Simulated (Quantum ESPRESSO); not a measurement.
# HfO2 (Fm-3m): a mode Grüneisen parameter, worked out

Wanted: a fit of frequency against volume for HfO2 (Fm-3m), tested on a run that is left out of it.

Main program and level: Quantum ESPRESSO 7.5; DFT LDA, scalar-relativistic, plane waves, PseudoDojo norm-conserving pseudopotentials.

**1. The relaxed structure**

Symmetry: Fm-3m, No. 225, cubic system. Conventional cell: a = 4.962 Å, b = 4.962 Å, c = 4.962 Å, α = 90.00°, β = 90.00°, γ = 90.00°. Nearest to Hf lie 8 O at 2.15 Å. Nearest to O lie 4 Hf at 2.15 Å. Farther neighbours and most contacts between anions are not listed.

Structure file:

```cif
data_structure
_symmetry_space_group_name_H-M 'P 1'
_symmetry_Int_Tables_number 1
_cell_length_a 3.5085
_cell_length_b 3.5085
_cell_length_c 3.5085
_cell_angle_alpha 60.000
_cell_angle_beta 60.000
_cell_angle_gamma 60.000
_cell_volume 30.54
loop_
_atom_site_label
_atom_site_type_symbol
_atom_site_fract_x
_atom_site_fract_y
_atom_site_fract_z
_atom_site_occupancy
Hf1 Hf 0.00000 0.00000 0.00000 1
O2 O 0.75000 0.75000 0.75000 1
O3 O 0.25000 0.25000 0.25000 1
```

This is the cell after its relaxation at this level of theory, not the database cell from which that began.

**2. Runs at several volumes**

The relaxed cell is scaled uniformly; in this structure symmetry fixes all atoms, so nothing has to be relaxed anew. Each volume gets a ground state and a response at Γ. The mode followed is the highest one without the macroscopic field, of symmetry T2g; longitudinal polar modes lie higher. Cutoff 92 Ry, k mesh 8×8×8.

From the response at V/V₀ = 0.94:

What it wrote:

```text
[banners, grids, parts of the stress and lines that vanish by symmetry left out]
Program PHONON v.7.5
     Reading xml data from directory:

[...]
Exchange-correlation= PW
                           (   1   4   0   0   0   0   0)
[...]
kinetic-energy cut-off    =      92.0000  Ry
     charge density cut-off    =     368.0000  Ry
     convergence threshold     =      1.0E-18
[...]
Exchange-correlation= PW
                           (   1   4   0   0   0   0   0)
[...]
q = (   0.0000000   0.0000000   0.0000000 )
     49 Sym.Ops. (with q -> -q+G )
     G cutoff =  786.3840  (  23049 G-vectors)     FFT grid: ( 40, 40, 40)
     number of k points=    29
[...]
Mode symmetry, O_h (m-3m)  point group:
[...]
Dielectric constant
[...]
End of electric fields calculation
          Dielectric constant in cartesian axis
          (       5.217079376      -0.000000000      -0.000000000 )
          (      -0.000000000       5.217079376       0.000000000 )
          (      -0.000000000       0.000000000       5.217079376 )
          Effective charges (d Force / dE) in cartesian axis without acoustic sum rule applied (asr)
           atom    1  Hf    Mean Z*:        5.58114
      Ex  (        5.58114        0.00000       -0.00000 )
      Ey  (        0.00000        5.58114        0.00000 )
      Ez  (       -0.00000        0.00000        5.58114 )
           atom    2  O     Mean Z*:       -2.79033
      Ex  (       -2.79033       -0.00000       -0.00000 )
      Ey  (       -0.00000       -2.79033       -0.00000 )
      Ez  (        0.00000       -0.00000       -2.79033 )
           atom    3  O     Mean Z*:       -2.79033
      Ex  (       -2.79033       -0.00000       -0.00000 )
      Ey  (       -0.00000       -2.79033       -0.00000 )
      Ez  (       -0.00000       -0.00000       -2.79033 )
          Effective charges Sum: Mean:        0.00047
[...]
Effective charges (d Force / dE) in cartesian axis with asr applied:
           atom    1  Hf    Mean Z*:        5.58098
[...]
atom    2  O     Mean Z*:       -2.79049
[...]
atom    3  O     Mean Z*:       -2.79049
[...]
Representation #   1 modes #   1   2   3
[...]
End of self-consistent calculation
     Convergence has been achieved
     Representation #   2 modes #   4   5   6
[...]
End of self-consistent calculation
     Convergence has been achieved
     Representation #   3 modes #   7   8   9
[...]
End of self-consistent calculation
     Convergence has been achieved
[...]
Dielectric constant in cartesian axis
          (       5.217079376      -0.000000000      -0.000000000 )
          (      -0.000000000       5.217079376       0.000000000 )
          (      -0.000000000       0.000000000       5.217079376 )
          Effective charges (d Force / dE) in cartesian axis without acoustic sum rule applied (asr)
           atom    1  Hf    Mean Z*:        5.58114
      Ex  (        5.58114        0.00000       -0.00000 )
      Ey  (        0.00000        5.58114        0.00000 )
      Ez  (       -0.00000        0.00000        5.58114 )
           atom    2  O     Mean Z*:       -2.79033
      Ex  (       -2.79033       -0.00000       -0.00000 )
      Ey  (       -0.00000       -2.79033       -0.00000 )
      Ez  (        0.00000       -0.00000       -2.79033 )
           atom    3  O     Mean Z*:       -2.79033
      Ex  (       -2.79033       -0.00000       -0.00000 )
      Ey  (       -0.00000       -2.79033       -0.00000 )
      Ez  (       -0.00000       -0.00000       -2.79033 )
          Effective charges Sum: Mean:        0.00047
[...]
Effective charges (d Force / dE) in cartesian axis with asr applied:
           atom    1  Hf    Mean Z*:        5.58098
[...]
atom    2  O     Mean Z*:       -2.79049
[...]
atom    3  O     Mean Z*:       -2.79049
[...]
q = (    0.000000000   0.000000000   0.000000000 )
[...]
freq (    1) =       0.039532 [THz] =       1.318661 [cm-1]
     freq (    2) =       0.039532 [THz] =       1.318661 [cm-1]
     freq (    3) =       0.039532 [THz] =       1.318661 [cm-1]
     freq (    4) =       9.663151 [THz] =     322.328015 [cm-1]
     freq (    5) =       9.663151 [THz] =     322.328015 [cm-1]
     freq (    6) =       9.663151 [THz] =     322.328015 [cm-1]
     freq (    7) =      20.116919 [THz] =     671.028179 [cm-1]
     freq (    8) =      20.116919 [THz] =     671.028179 [cm-1]
     freq (    9) =      20.116919 [THz] =     671.028179 [cm-1]
[...]
Mode symmetry, O_h (m-3m)  point group:
     freq (   1-   3) =          1.3  [cm-1]   --> T_1u G_15  G_4- I
     freq (   4-   6) =        322.3  [cm-1]   --> T_1u G_15  G_4- I
     freq (   7-   9) =        671.0  [cm-1]   --> T_2g G_25' G_5+ R

   JOB DONE.
```

One volume, V/V₀ = 1, is held back as a test.

```csv
V/V₀,volume (Å³/atom),pressure (GPa),ω (cm⁻¹)
0.94,9.568,20.65,671.03
0.97,9.874,9.51,640.38
1,10.179,0.00,held back
1.03,10.485,-8.13,584.40
1.06,10.790,-15.08,558.81
```

**3. The fit**

The mode Grüneisen parameter is γ = −d ln ω / d ln V.

| ln(V/V₀) | ln ω |
| --- | --- |
| -0.0619 | 6.5088 |
| -0.0305 | 6.4621 |
| 0.0296 | 6.3706 |
| 0.0583 | 6.3258 |

A straight line through these points has the slope -1.523, so γ = 1.52; at V/V₀ = 1 it predicts ω = exp(6.4151 + 0.0000) = 611.00 cm⁻¹.

A parabola of pressure against ln V through V/V₀ = 0.97, 1 and 1.03 gives the bulk modulus B = −dP/d ln V = 293 GPa at V₀. With ω₀ from the fitted line the pressure coefficient follows as dω/dP = γ ω₀ / B = 1.52 × 611.0 / 293 = 3.17 cm⁻¹/GPa.

**4. The run that was held back**

What it wrote:

```text
[banners, grids, parts of the stress and lines that vanish by symmetry left out]
[banner, memory and clock lines left out]
Program PHONON v.7.5

[...]
Exchange-correlation= PW
                           (   1   4   0   0   0   0   0)
[...]
kinetic-energy cut-off    =      92.0000  Ry
     charge density cut-off    =     368.0000  Ry
     convergence threshold     =      1.0E-18
[...]
Exchange-correlation= PW
                           (   1   4   0   0   0   0   0)
[...]
q = (   0.0000000   0.0000000   0.0000000 )
     49 Sym.Ops. (with q -> -q+G )
     G cutoff =  819.5009  (  24597 G-vectors)     FFT grid: ( 45, 45, 45)
     number of k points=    29
[...]
Mode symmetry, O_h (m-3m)  point group:
[...]
Dielectric constant
[...]
End of electric fields calculation
          Dielectric constant in cartesian axis
          (       5.228120842      -0.000000000      -0.000000000 )
          (      -0.000000000       5.228120842       0.000000000 )
          (      -0.000000000       0.000000000       5.228120842 )
          Effective charges (d Force / dE) in cartesian axis without acoustic sum rule applied (asr)
           atom    1  Hf    Mean Z*:        5.54601
      Ex  (        5.54601       -0.00000        0.00000 )
      Ey  (       -0.00000        5.54601       -0.00000 )
      Ez  (        0.00000       -0.00000        5.54601 )
           atom    2  O     Mean Z*:       -2.77274
      Ex  (       -2.77274        0.00000       -0.00000 )
      Ey  (        0.00000       -2.77274        0.00000 )
      Ez  (       -0.00000        0.00000       -2.77274 )
[...]
(      -0.000000000       0.000000000       5.228120842 )
          Effective charges (d Force / dE) in cartesian axis without acoustic sum rule applied (asr)
           atom    1  Hf    Mean Z*:        5.54601
      Ex  (        5.54601       -0.00000        0.00000 )
      Ey  (       -0.00000        5.54601       -0.00000 )
      Ez  (        0.00000       -0.00000        5.54601 )
           atom    2  O     Mean Z*:       -2.77274
      Ex  (       -2.77274        0.00000       -0.00000 )
      Ey  (        0.00000       -2.77274        0.00000 )
      Ez  (       -0.00000        0.00000       -2.77274 )
           atom    3  O     Mean Z*:       -2.77274
      Ex  (       -2.77274       -0.00000       -0.00000 )
      Ey  (       -0.00000       -2.77274        0.00000 )
      Ez  (       -0.00000        0.00000       -2.77274 )
          Effective charges Sum: Mean:        0.00053
[...]
Effective charges (d Force / dE) in cartesian axis with asr applied:
           atom    1  Hf    Mean Z*:        5.54583
[...]
atom    2  O     Mean Z*:       -2.77292
[...]
atom    3  O     Mean Z*:       -2.77292
[...]
q = (    0.000000000   0.000000000   0.000000000 )
[...]
freq (    1) =       0.018775 [THz] =       0.626261 [cm-1]
     freq (    2) =       0.018775 [THz] =       0.626261 [cm-1]
     freq (    3) =       0.018775 [THz] =       0.626261 [cm-1]
     freq (    4) =       7.757791 [THz] =     258.772062 [cm-1]
     freq (    5) =       7.757791 [THz] =     258.772062 [cm-1]
     freq (    6) =       7.757791 [THz] =     258.772062 [cm-1]
     freq (    7) =      18.333952 [THz] =     611.554811 [cm-1]
     freq (    8) =      18.333952 [THz] =     611.554811 [cm-1]
     freq (    9) =      18.333952 [THz] =     611.554811 [cm-1]
[...]
Mode symmetry, O_h (m-3m)  point group:
     freq (   1-   3) =          0.6  [cm-1]   --> T_1u G_15  G_4- I
     freq (   4-   6) =        258.8  [cm-1]   --> T_1u G_15  G_4- I
     freq (   7-   9) =        611.6  [cm-1]   --> T_2g G_25' G_5+ R
```

It gives 611.55 cm⁻¹ against the predicted 611.00 cm⁻¹, a miss of 0.5 cm⁻¹.

**5. Results**

```
mode Grüneisen parameter : 1.523
bulk modulus             : 293 GPa
pressure coefficient     : 3.17 cm⁻¹/GPa
```

In words: The highest optical mode of HfO2 (Fm-3m) without the LO-TO term stiffens by 3.17 cm⁻¹ a GPa near the relaxed volume, with γ = 1.52. The power law meets all 5 runs within 0.09 %; between neighbouring volumes γ runs from 1.49 to 1.56. Such a coefficient turns a measured shift of this mode into a hydrostatic stress; uniaxial or biaxial stress splits the mode and needs deformation potentials. These are harmonic values at zero temperature for the structure held cubic, which a run at Γ can't show to be stable; the bulk modulus rests on three points.

[Host names and launcher messages were left out of these logs when they were recorded.]

[Logs are printed without paths, hosts, clocks, repeated set-up lines and the standing remarks that a program may print on its own settings, such as how far it seeks lower states.]

[Hosts, paths, dates, database ids (printed as entryN), source tags and the programs' standing remarks are cut or masked in the printed files.]
